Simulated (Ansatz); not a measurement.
# Ba on Ru(0001): change of the work function, part 3 of 3

Wanted: Δφ(θ) for Ba/Ru(0001), starting from the fcc site.

Ansatz 0.2.0; plane-wave DFT, PBE, Ansatz PAW.

So far, work function, upper face (eV): step 2 (the clean slab) 5.05; step 3 (37 atoms, coverage 0.111 ML, cell 3x3) 2.09.

## Step 4: Adsorbate added, k-mesh 6×6×1, coverage 0.25 ML

System of this step: Ba/Ru(0001). The cell holds 17 atoms: 16 Ru and 1 Ba. Cell: a = 5.400 Å, b = 5.400 Å, c = 27.757 Å, α = 90.0°, β = 90.0°, γ = 60.0°. Vacuum lies along c.

Another coverage, to see how the dipoles act on each other as their distance changes.

File input.yaml:

```yaml
crystal:
  lattice:
    - [5.4, 0.0, 0.0]
    - [2.7, 4.6765371804, 0.0]
    - [0.0, 0.0, 27.7570671522]
  atoms:
    - { symbol: Ru, position: [0.3333333333, 0.3333333333, 0.324241749] }
    - { symbol: Ru, position: [0.0, 0.0, 0.4012815886] }
    - { symbol: Ru, position: [0.3333333333, 0.3333333333, 0.4790199439] }
    - { symbol: Ru, position: [0.0, 0.0, 0.5541402184] }
    - { symbol: Ru, position: [0.3333333333, 0.8333333333, 0.324241749] }
    - { symbol: Ru, position: [0.0, 0.5, 0.4012815886] }
    - { symbol: Ru, position: [0.3333333333, 0.8333333333, 0.4790199439] }
    - { symbol: Ru, position: [0.0, 0.5, 0.5541402184] }
    - { symbol: Ru, position: [0.8333333333, 0.3333333333, 0.324241749] }
    - { symbol: Ru, position: [0.5, 0.0, 0.4012815886] }
    - { symbol: Ru, position: [0.8333333333, 0.3333333333, 0.4790199439] }
    - { symbol: Ru, position: [0.5, 0.0, 0.5541402184] }
    - { symbol: Ru, position: [0.8333333333, 0.8333333333, 0.324241749] }
    - { symbol: Ru, position: [0.5, 0.5, 0.4012815886] }
    - { symbol: Ru, position: [0.8333333333, 0.8333333333, 0.4790199439] }
    - { symbol: Ru, position: [0.5, 0.5, 0.5541402184] }
    - { symbol: Ba, position: [0.1666666667, 0.1666666667, 0.675758251] }
kpoints:
  mp_grid: { grid: [6, 6, 1] }
hamiltonian:
  xc: pbe
scf:
  occupations: { method: fermi_dirac, width: 0.1 }
  convergence: { dr2_threshold: 1.0e-08 }
efield:
  axis: 3
  dipole_correction: true
  ramp_position: 0.97
  ramp_width: 0.06
relax:
  f_tol: 0.02
  max_steps: 60
  constraints: [{ sites: [0, 1, 4, 5, 8, 9, 12, 13] }]
output:
  dos: { projected: true, e_range: [-8, 4] }
  write_potential: true
  write_density: true
  volumetric_format: npy
  elf: true
```

Command:

```
$ ansatz run input.yaml --threads 4 --pin off --max-ram 16384MiB --backend cpu --events-out ev --progress --plain --runs-dir out
```

What it wrote:

```text
[...]
Crystal: 17 atoms, lattice volume = 700.958 Å³
Basis set: ecut = 420 eV, 13587 PW (Γ), exchange–correlation on 80×80×384 points (8 copies of the dense FFT grid, shifted against one another)
Bands: 160, of which v1, the nominal top of the filled ones, is band 133 counted from 1 (132 counted from 0)
Symmetry: 6 space group operations
[...]
k-points: 7 of 36 (time reversal used)
[...]
SCF iter   1: F=—  HF=-100002.054046 eV  |F-HF|=—  |Δ(HF+E_count)|=         —  Δρ=1.42e-2  dr2=3.85e1  ethr=1.77e-3  p=0.429 e·Å  D=1.11e-1 V/Å  ΔV_dip=-3.08 eV  dr2_dipole=2.25e1  V_vac-E_F(+/−)=1.84/4.92 eV  ⟨swp⟩=9.6  Hψ=5416  notcnv=0
[...]
SCF iter  13: F=-100001.585500 eV  HF=-100001.585500 eV  |F-HF|=6.40e-9  |Δ(HF+E_count)|=   1.84e-8  Δρ=6.18e-7  dr2=8.12e-9  ethr=3.76e-12  p=0.336 e·Å  D=8.68e-2 V/Å  ΔV_dip=-2.41 eV  dr2_dipole=1.07e-9  V_vac-E_F(+/−)=2.69/5.10 eV  ⟨swp⟩=10.7  Hψ=7966  notcnv=0
SCF 1 converged in 13 iterations: F = -100001.585500 eV  dr2 = 8.12e-9
[...]
relax step   1: F+E_penalty+E_count = -100001.58550003 eV  Δ(F+E_penalty+E_count) = +0.000e0 eV  max|allowed force component| = 1.184e0 eV/Å  Δτ_max = 0.0000 Å  (13 SCF iters, accepted)
[...]
SCF iter  12: F=-100001.817049 eV  HF=-100001.817049 eV  |F-HF|=8.15e-10  |Δ(HF+E_count)|=   5.38e-9  Δρ=4.24e-7  dr2=3.55e-9  ethr=3.76e-12  p=0.350 e·Å  D=9.02e-2 V/Å  ΔV_dip=-2.50 eV  dr2_dipole=6.52e-10  V_vac-E_F(+/−)=2.59/5.10 eV  ⟨swp⟩=11.3  Hψ=8905  notcnv=0
SCF 2 converged in 12 iterations: F = -100001.817049 eV  dr2 = 3.55e-9
relax step   2: F+E_penalty+E_count = -100001.81704862 eV  Δ(F+E_penalty+E_count) = -2.315e-1 eV  max|allowed force component| = 1.113e0 eV/Å  Δτ_max = 0.1947 Å  (12 SCF iters, accepted)
SCF iter   1: F=—  HF=-100002.081123 eV  |F-HF|=—  |Δ(HF+E_count)|=         —  Δρ=5.09e-3  dr2=1.80e0  ethr=1.83e-3  p=0.350 e·Å  D=9.02e-2 V/Å  ΔV_dip=-2.50 eV  dr2_dipole=2.41e-1  V_vac-E_F(+/−)=2.62/5.12 eV  ⟨swp⟩=6.4  Hψ=2768  notcnv=0
[...]
SCF iter  11: F=-100002.032738 eV  HF=-100002.032738 eV  |F-HF|=3.49e-8  |Δ(HF+E_count)|=   7.47e-8  Δρ=5.66e-7  dr2=5.15e-9  ethr=3.76e-12  p=0.373 e·Å  D=9.64e-2 V/Å  ΔV_dip=-2.68 eV  dr2_dipole=3.57e-11  V_vac-E_F(+/−)=2.42/5.10 eV  ⟨swp⟩=11.0  Hψ=9152  notcnv=0
SCF 3 converged in 11 iterations: F = -100002.032738 eV  dr2 = 5.15e-9
[...]
relax step   3: F+E_penalty+E_count = -100002.03273798 eV  Δ(F+E_penalty+E_count) = -2.157e-1 eV  max|allowed force component| = 8.585e-1 eV/Å  Δτ_max = 0.1950 Å  (11 SCF iters, accepted)
[...]
relax step   4: F+E_penalty+E_count = -100002.16425916 eV  Δ(F+E_penalty+E_count) = -1.315e-1 eV  max|allowed force component| = 4.132e-1 eV/Å  Δτ_max = 0.1950 Å  (11 SCF iters, accepted)
[...]
relax step   5: F+E_penalty+E_count = -100002.19793751 eV  Δ(F+E_penalty+E_count) = -3.368e-2 eV  max|allowed force component| = 1.553e-1 eV/Å  Δτ_max = 0.1172 Å  (10 SCF iters, accepted)
[...]
relax step   6: F+E_penalty+E_count = -100002.19904072 eV  Δ(F+E_penalty+E_count) = -1.103e-3 eV  max|allowed force component| = 1.197e-1 eV/Å  Δτ_max = 0.0488 Å  (10 SCF iters, accepted)
SCF iter   1: F=—  HF=-100002.202017 eV  |F-HF|=—  |Δ(HF+E_count)|=         —  Δρ=1.14e-3  dr2=1.24e-1  ethr=3.79e-4  p=0.423 e·Å  D=1.09e-1 V/Å  ΔV_dip=-3.03 eV  dr2_dipole=4.10e-2  V_vac-E_F(+/−)=2.06/5.09 eV  ⟨swp⟩=2.4  Hψ=1575  notcnv=0
[...]
SCF iter   9: F=-100002.201643 eV  HF=-100002.201643 eV  |F-HF|=3.45e-9  |Δ(HF+E_count)|=   9.73e-8  Δρ=4.61e-7  dr2=4.84e-9  ethr=3.76e-12  p=0.420 e·Å  D=1.08e-1 V/Å  ΔV_dip=-3.01 eV  dr2_dipole=5.82e-10  V_vac-E_F(+/−)=2.08/5.09 eV  ⟨swp⟩=11.7  Hψ=9156  notcnv=0
SCF 7 converged in 9 iterations: F = -100002.201643 eV  dr2 = 4.84e-9
relax step   7: F+E_penalty+E_count = -100002.20164304 eV  Δ(F+E_penalty+E_count) = -2.602e-3 eV  max|allowed force component| = 1.467e-3 eV/Å  Δτ_max = 0.0185 Å  (9 SCF iters, accepted)
[...]
WARN: The output density's exchange-correlation potential varies sharply where the density is thin. Do not read a vacuum level from v_tot or v_xc, or from such a field of the output density. On a cell that repeats whose density bears no net charge and no dipole along the vacuum's axis use v_es (v_loc + v_h of the components); under efield.dipole_correction with no amplitude use v_es + v_field, which holds any externa [...]
SCF converged after 9 iterations
Free energy (F): -100002.201643 eV
[...]
Internal energy: -100001.531540 eV  (E = F + TS)
E sigma→0 (E₀):  -100001.866592 eV
Entropy (-TS):   -0.670103 eV (-39.418 meV/atom)
Fermi energy:    5.711122 eV
Dipole field:    D = 0.108426 V/Å  (p = 0.420015 e·Å, saw-weighted, corrected)
Work function:   Φ+ = 2.0845 eV   Φ− = 5.0941 eV
[...]
--- Forces (eV/Å), atoms counted from 1 ---
  atom   1  Ru     0.02234326     0.01289989     0.43600670
  atom   2  Ru     0.09428071     0.05443299    -0.39307501
  atom   3  Ru     0.00053157     0.00030690     0.00033405
  atom   4  Ru     0.00127041     0.00073347    -0.00026942
  atom   5  Ru    -0.00000000    -0.02579978     0.43600670
  atom   6  Ru     0.00000000    -0.10886599    -0.39307501
  atom   7  Ru     0.00000000    -0.00061381     0.00033405
  atom   8  Ru    -0.00000000    -0.00146694    -0.00026942
  atom   9  Ru    -0.02234326     0.01289989     0.43600670
  atom  10  Ru    -0.09428071     0.05443299    -0.39307501
  atom  11  Ru    -0.00053157     0.00030690     0.00033405
  atom  12  Ru    -0.00127041     0.00073347    -0.00026942
  atom  13  Ru    -0.00000000     0.00000000     0.38518421
  atom  14  Ru    -0.00000000    -0.00000000    -0.51324871
  atom  15  Ru    -0.00000000     0.00000000     0.00002678
  atom  16  Ru    -0.00000000     0.00000000    -0.00082664
  atom  17  Ba     0.00000000     0.00000000    -0.00011532
  max |Σ_I F_I| component: 9.28e-6 eV/Å
--- Band table (eV; the first three rows and the last of 7) ---
  k-point 0: bands = [... 129 lower, 5.8882, 6.1252, 6.4572, 6.4572, 6.5631, 6.7047, 6.7047, 6.7781, ... 23 higher]
  k-point 1: bands = [... 129 lower, 5.8228, 5.9052, 6.1022, 6.2286, 6.2376, 6.3632, 6.3720, 6.5176, ... 23 higher]
  k-point 2: bands = [... 129 lower, 5.3523, 5.3733, 5.4442, 5.6923, 5.7210, 5.8844, 5.9692, 6.0430, ... 23 higher]
  k-point 6: bands = [... 129 lower, 5.2047, 5.2236, 5.3411, 5.3549, 5.4072, 5.8744, 5.9194, 5.9421, ... 23 higher]
--- Relaxed structure (7 steps of the walk, 7 accepted, 0 SCFs on fresh bases) ---
  F+E_penalty+E_count = -100002.20164304 eV   max|allowed force component| = 1.467e-3 eV/Å
  atoms:
    - { symbol: Ru, position: [0.333333, 0.333333, 0.324241749] }
    - { symbol: Ru, position: [2.666712e-17, 2.666712e-17, 0.4012815886] }
    - { symbol: Ru, position: [0.334165, 0.334165, 0.478817] }
    - { symbol: Ru, position: [-0.00428111, -0.00428111, 0.554154] }
    - { symbol: Ru, position: [0.333333, 0.833333, 0.324241749] }
    - { symbol: Ru, position: [8.326673e-17, 0.500000, 0.4012815886] }
    - { symbol: Ru, position: [0.334165, 0.831670, 0.478817] }
    - { symbol: Ru, position: [-0.00428111, 0.508562, 0.554154] }
    - { symbol: Ru, position: [0.833333, 0.333333, 0.324241749] }
    - { symbol: Ru, position: [0.5, 2.666712e-17, 0.4012815886] }
    - { symbol: Ru, position: [0.831670, 0.334165, 0.478817] }
    - { symbol: Ru, position: [0.508562, -0.00428111, 0.554154] }
    - { symbol: Ru, position: [0.833333, 0.833333, 0.324241749] }
    - { symbol: Ru, position: [0.5, 0.500000, 0.4012815886] }
    - { symbol: Ru, position: [0.833333, 0.833333, 0.477690] }
    - { symbol: Ru, position: [0.5, 0.500000, 0.555934] }
    - { symbol: Ba, position: [0.166667, 0.166667, 0.649377] }
```

Elapsed: 3.5 min, on 4 threads of Arm Neoverse V1, shared host; peak memory 2.7 GiB; 14 min of CPU time.

The steps of the relaxation:

```
step  energy less that of the first step (eV)  largest force component (eV/Å)
   1                                   0.0000                          1.1842
   2                                  -0.2315                          1.1134
   3                                  -0.4472                          0.8585
   4                                  -0.5788                          0.4132
   5                                  -0.6124                          0.1553
   6                                  -0.6135                          0.1197
   7                                  -0.6161                          0.0015
```

The run keeps the 6 symmetry operations that the program found, so distortions that break them were not tested.

The atoms that moved most (Å):

```
atom      dx      dy      dz  length
Ba17   0.000   0.000  -0.732   0.732
Ru16   0.000   0.000   0.050   0.050
Ru12   0.035  -0.020   0.000   0.040
 Ru4  -0.035  -0.020   0.000   0.040
 Ru8   0.000   0.040   0.000   0.040
Ru15   0.000   0.000  -0.037   0.037
 Ru7   0.000  -0.008  -0.006   0.010
 Ru3   0.007   0.004  -0.006   0.010
```

Final coordinates:

```
Ru Ba
1.0
     5.40000    0.00000    0.00000
     2.70000    4.67654    0.00000
     0.00000    0.00000   27.75707
Ru Ba
16 1
Direct
  0.33333 0.33333 0.32424
  0.00000 0.00000 0.40128
  0.33417 0.33417 0.47882
  0.99572 0.99572 0.55415
  0.33333 0.83333 0.32424
  0.00000 0.50000 0.40128
  0.33417 0.83167 0.47882
  0.99572 0.50856 0.55415
  0.83333 0.33333 0.32424
  0.50000 0.00000 0.40128
  0.83167 0.33417 0.47882
  0.50856 0.99572 0.55415
  0.83333 0.83333 0.32424
  0.50000 0.50000 0.40128
  0.83333 0.83333 0.47769
  0.50000 0.50000 0.55593
  0.16667 0.16667 0.64938
```

Read from the output:

```
energy at zero smearing        : -100001.8666 eV
work function, upper face      : 2.084 eV
work function, lower face      : 5.094 eV
dipole along the normal        : 0.4200 e·Å
step between the vacuum levels : -3.010 eV
```

Running mean over 2.138 Å of the planar mean; the ramp of the sawtooth is left out. Electron's electrostatic potential energy less the Fermi level against z:

```
z (Å)  electron's electrostatic potential energy less the Fermi level (eV)
    4                                                                 5.09
    5                                                                 5.09
    6                                                                 5.00
    7                                                                 3.96
    8                                                                -6.24
    9                                                                -14.2
   10                                                                -14.7
   11                                                                -14.8
   12                                                                -14.8
   13                                                                -14.9
   14                                                                -15.1
   15                                                                -14.7
   16                                                                -12.0
   17                                                                -2.28
   18                                                                -2.84
   19                                                                -1.59
   20                                                                 1.08
   21                                                                 1.85
   22                                                                 2.03
   23                                                                 2.07
   24                                                                 2.08
```

The density of states has structure finer than the step of the table below, so its rows give means over 0.5 eV. Peaks (eV: height): -4.15: 42.4, -2.08: 59.9, -2.02: 45.6, -1.95: 60.2, -0.60: 49.3, -0.48: 45.7, -0.36: 49.3.

Table of density of states by energy, zero at the Fermi level; means over each step:

```
energy (eV)  density of states (states/eV a cell)
       -7.5                                 0.360
       -7.0                                 0.894
       -6.5                                  1.17
       -6.0                                  8.44
       -5.5                                  20.0
       -5.0                                  17.6
       -4.5                                  21.7
       -4.0                                  19.7
       -3.5                                  17.2
       -3.0                                  20.4
       -2.5                                  24.0
       -2.0                                  33.9
       -1.5                                  26.5
       -1.0                                  16.0
       -0.5                                  23.5
        0.0                                  20.9
        0.5                                  17.9
        1.0                                  28.2
        1.5                                  24.8
```

Projected DOS per atom over height of the atomic layer and energy from the Fermi level. Layers: Ru4 Ru4 Ru4 Ru4 Ba from below.

Values in states/eV, 22 rows by 5 columns, each cell a mean:
```
0.80 0.90 0.95 0.91 0.18
1.31 1.85 1.87 1.15 0.14
1.75 1.44 1.38 1.47 0.63
1.26 1.10 0.97 1.09 0.58
1.48 0.81 0.90 1.44 0.37
1.71 0.91 0.91 1.49 0.26
1.07 0.70 0.74 0.97 0.55
1.97 1.36 1.32 1.76 0.26
2.41 1.45 1.46 2.20 0.28
1.56 1.34 1.41 2.03 0.10
1.68 1.60 1.61 1.77 0.12
0.85 1.08 1.01 1.03 0.03
1.12 1.07 1.01 1.06 0.02
1.19 1.48 1.40 1.26 0.02
1.33 1.30 1.20 1.34 0.02
0.82 1.47 1.51 0.96 0.03
0.57 1.86 1.93 0.71 0.03
0.20 0.94 1.03 0.28 0.01
0.03 0.13 0.13 0.04 0.00
0.02 0.09 0.10 0.03 0.00
0.01 0.07 0.07 0.02 0.00
0.00 0.00 0.00 0.00 0.00
```
Columns: height of the atomic layer (Å) from 9 to 18.0 (not evenly spaced); rows upwards: energy from the Fermi level (eV) from -7.96 to 1.95.

ELF in the ca plane at fractional y = 0.000, with atoms of Ru within 0.2 Å of it. It is the smooth field of the valence electrons, not physical close to the nuclei.

Ten even steps from '0' (0.00) to '9' (0.88), each cell a mean:
```
33333666742332333766732210000000111000000000
32233356533222233466422221000000110000000000
44323233232244323233323332110001100000000000
45423333332245323333333332110011100000000000
33323244333233223344322321100001110000000000
32232577633322233677632210000000110000000000
33333654652333334744742211110000111000000000
33333665742332333666742124653110111100000000
33233356533322233455432258997411111100000000
44323233233244323223332389998521111100000000
45423333332245323323332489999621111110000000
33323244323233223333322379998521111100000000
32232577633322233577632147875311111100000000
33333653652333333744742112331100111000000000
```
Columns run along c (16.0 Å, from fractional 0.31 to 0.89 of the cell), rows up along a (5.4 Å). Atoms in or near the plane, at fractional coordinates: Ru at (0.40, 0.00), Ru at (0.55, 0.00), Ru at (0.40, 0.50), Ru at (0.55, 0.51).

Electrostatic potential energy in the ca plane at fractional y = 0.000, with atoms of Ru within 0.2 Å of it. With pseudopotentials it is smooth inside the atoms' cores, unlike the true potential.

Ten even steps from '0' (-83 eV) to '9' (9 eV), each cell a mean:
```
99998400169999997200279999999999999999999999
88899754689988998644699999999999999999999999
76799988999876899988999999999999999999999999
76789999999866799999999999999999999999999999
87899876799887899866899999999999999999999999
99998621379999998411489999999999999999999999
99998300059999997200279999999999999999999999
99998400169999998300389999899999999999999999
88899744689988999755799987788999999999999999
76799988999877899988999876668999999999999999
76789999999866799999999876668999999999999999
87899876799987899877899987678999999999999999
99998621379999998522589998889999999999999999
99998300059999997200279999999999999999999999
```
Columns run along c (16.0 Å, from fractional 0.31 to 0.89 of the cell; values clipped at the 3rd and 97th percentile), rows up along a (5.4 Å). Atoms in or near the plane, at fractional coordinates: Ru at (0.40, 0.00), Ru at (0.55, 0.00), Ru at (0.40, 0.50), Ru at (0.55, 0.51).

Valence density in the ca plane at fractional y = 0.000, with atoms of Ru within 0.2 Å of it. It is the smooth field of the valence electrons, not physical close to the nuclei.

Ten steps, logarithmic in the rise over the least value, from '0' (0.00 × 1e0 e/Å³) to '9' (9.73 × 1e0 e/Å³), each cell a mean:
```
33334799863333335899852100000000000000000000
44333577643344334677631100000000000000000000
56533344333455433344321100000000000000000000
56533333333466533333321100000000000000000000
45433456533455433566421100000000000000000000
33334689853333334799742100000000000000000000
23334799963333335899852111100000000000000000
33334799863333335899852122221000000000000000
44433577643344333577532234432100000000000000
56533344333455433344322245553200000000000000
56543333333456533333322345553200000000000000
45433456533345433455432234543100000000000000
33334689853333334788742223332100000000000000
23334799963333335899852111110000000000000000
```
Columns run along c (16.0 Å, from fractional 0.31 to 0.89 of the cell), rows up along a (5.4 Å). Atoms in or near the plane, at fractional coordinates: Ru at (0.40, 0.00), Ru at (0.55, 0.00), Ru at (0.40, 0.50), Ru at (0.55, 0.51).

The relaxation took 7 steps and lowered the energy by 0.62 eV; the largest force on the free atoms ends at 0.0015 eV/Å.

By hand: a sheet of dipoles makes a step −p/(ε₀A) in the electron's potential. With e/ε₀ = 180.95 V·Å, p = 0.4200 e·Å and A = 25.25 Å², that is −180.95 × (0.4200) / 25.25 = -3.010 eV, and the two vacuum levels of the run differ by -3.010 eV.

The covered face has 2.08 eV, -2.96 eV against the clean one; the bare back face has moved by +0.02 eV, a measure of how thin the slab is.

## Step 5: Work function against coverage

This step: plane-wave DFT, PBE, Ansatz PAW; work function against coverage (Ansatz 0.2.0).

The runs are now put side by side.

This step gave:

| Item | Value |
| --- | --- |
| work function of the clean face | 5.046 eV |
| largest change of the work function | -2.961 eV |

The work function of the covered face by coverage:

```
coverage (adsorbates/nm²)  work function of the covered face (eV)
                     0.00                                    5.05
                     1.76                                    2.09
                     3.96                                    2.08
```

The dipole per adsorbate comes from the change of the cell's dipole. Coverage, by row:

```
coverage (1/nm²)  coverage (ML)  work function (eV)  change (eV)  dipole per adsorbate, positive end outwards (debye)  mean height of the added atoms over the highest substrate atom (Å)
            1.76         0.1111               2.091       -2.954                                                 4.49                                                               2.645
            3.96           0.25               2.084       -2.961                                                1.997                                                               2.594
```

## Step 6: Results

- work function of the clean face: 5.05 eV
- work function at 0.11 ML: 2.09 eV
- work function at 0.25 ML: 2.08 eV
- dipole per adsorbate at 0.11 ML, positive end outwards: 4.49 D

Ba lowers the work function of Ru(0001) at the lowest coverage, by 2.95 eV: the adsorbate layer has its positive end outwards. The slab has 4 layers, at the tabulated experimental lattice constant, one starting site was run, and quantum-size effects of a slab this thin can reach one or two tenths of an eV.

[Long decimals in the printed logs are rounded to 6 places.]

[Logs are printed without paths, hosts, clocks, repeated set-up lines and the standing remarks that a program may print on its own settings, such as how far it seeks lower states.]

[Hosts, paths, dates, database ids (printed as entryN), source tags and the programs' standing remarks are cut or masked in the printed files.]

[Maps of the electrostatic potential energy from Ansatz leave out the sawtooth potential of an applied field or a dipole correction, so their vacuum need not be flat; planar profiles and work functions include it.]

[The density of states shown here was stored with 400 of the rows of the run's finer table, so its peaks can read low, often by over a quarter, or be missed, and its means over a window can be off by a tenth or more.]
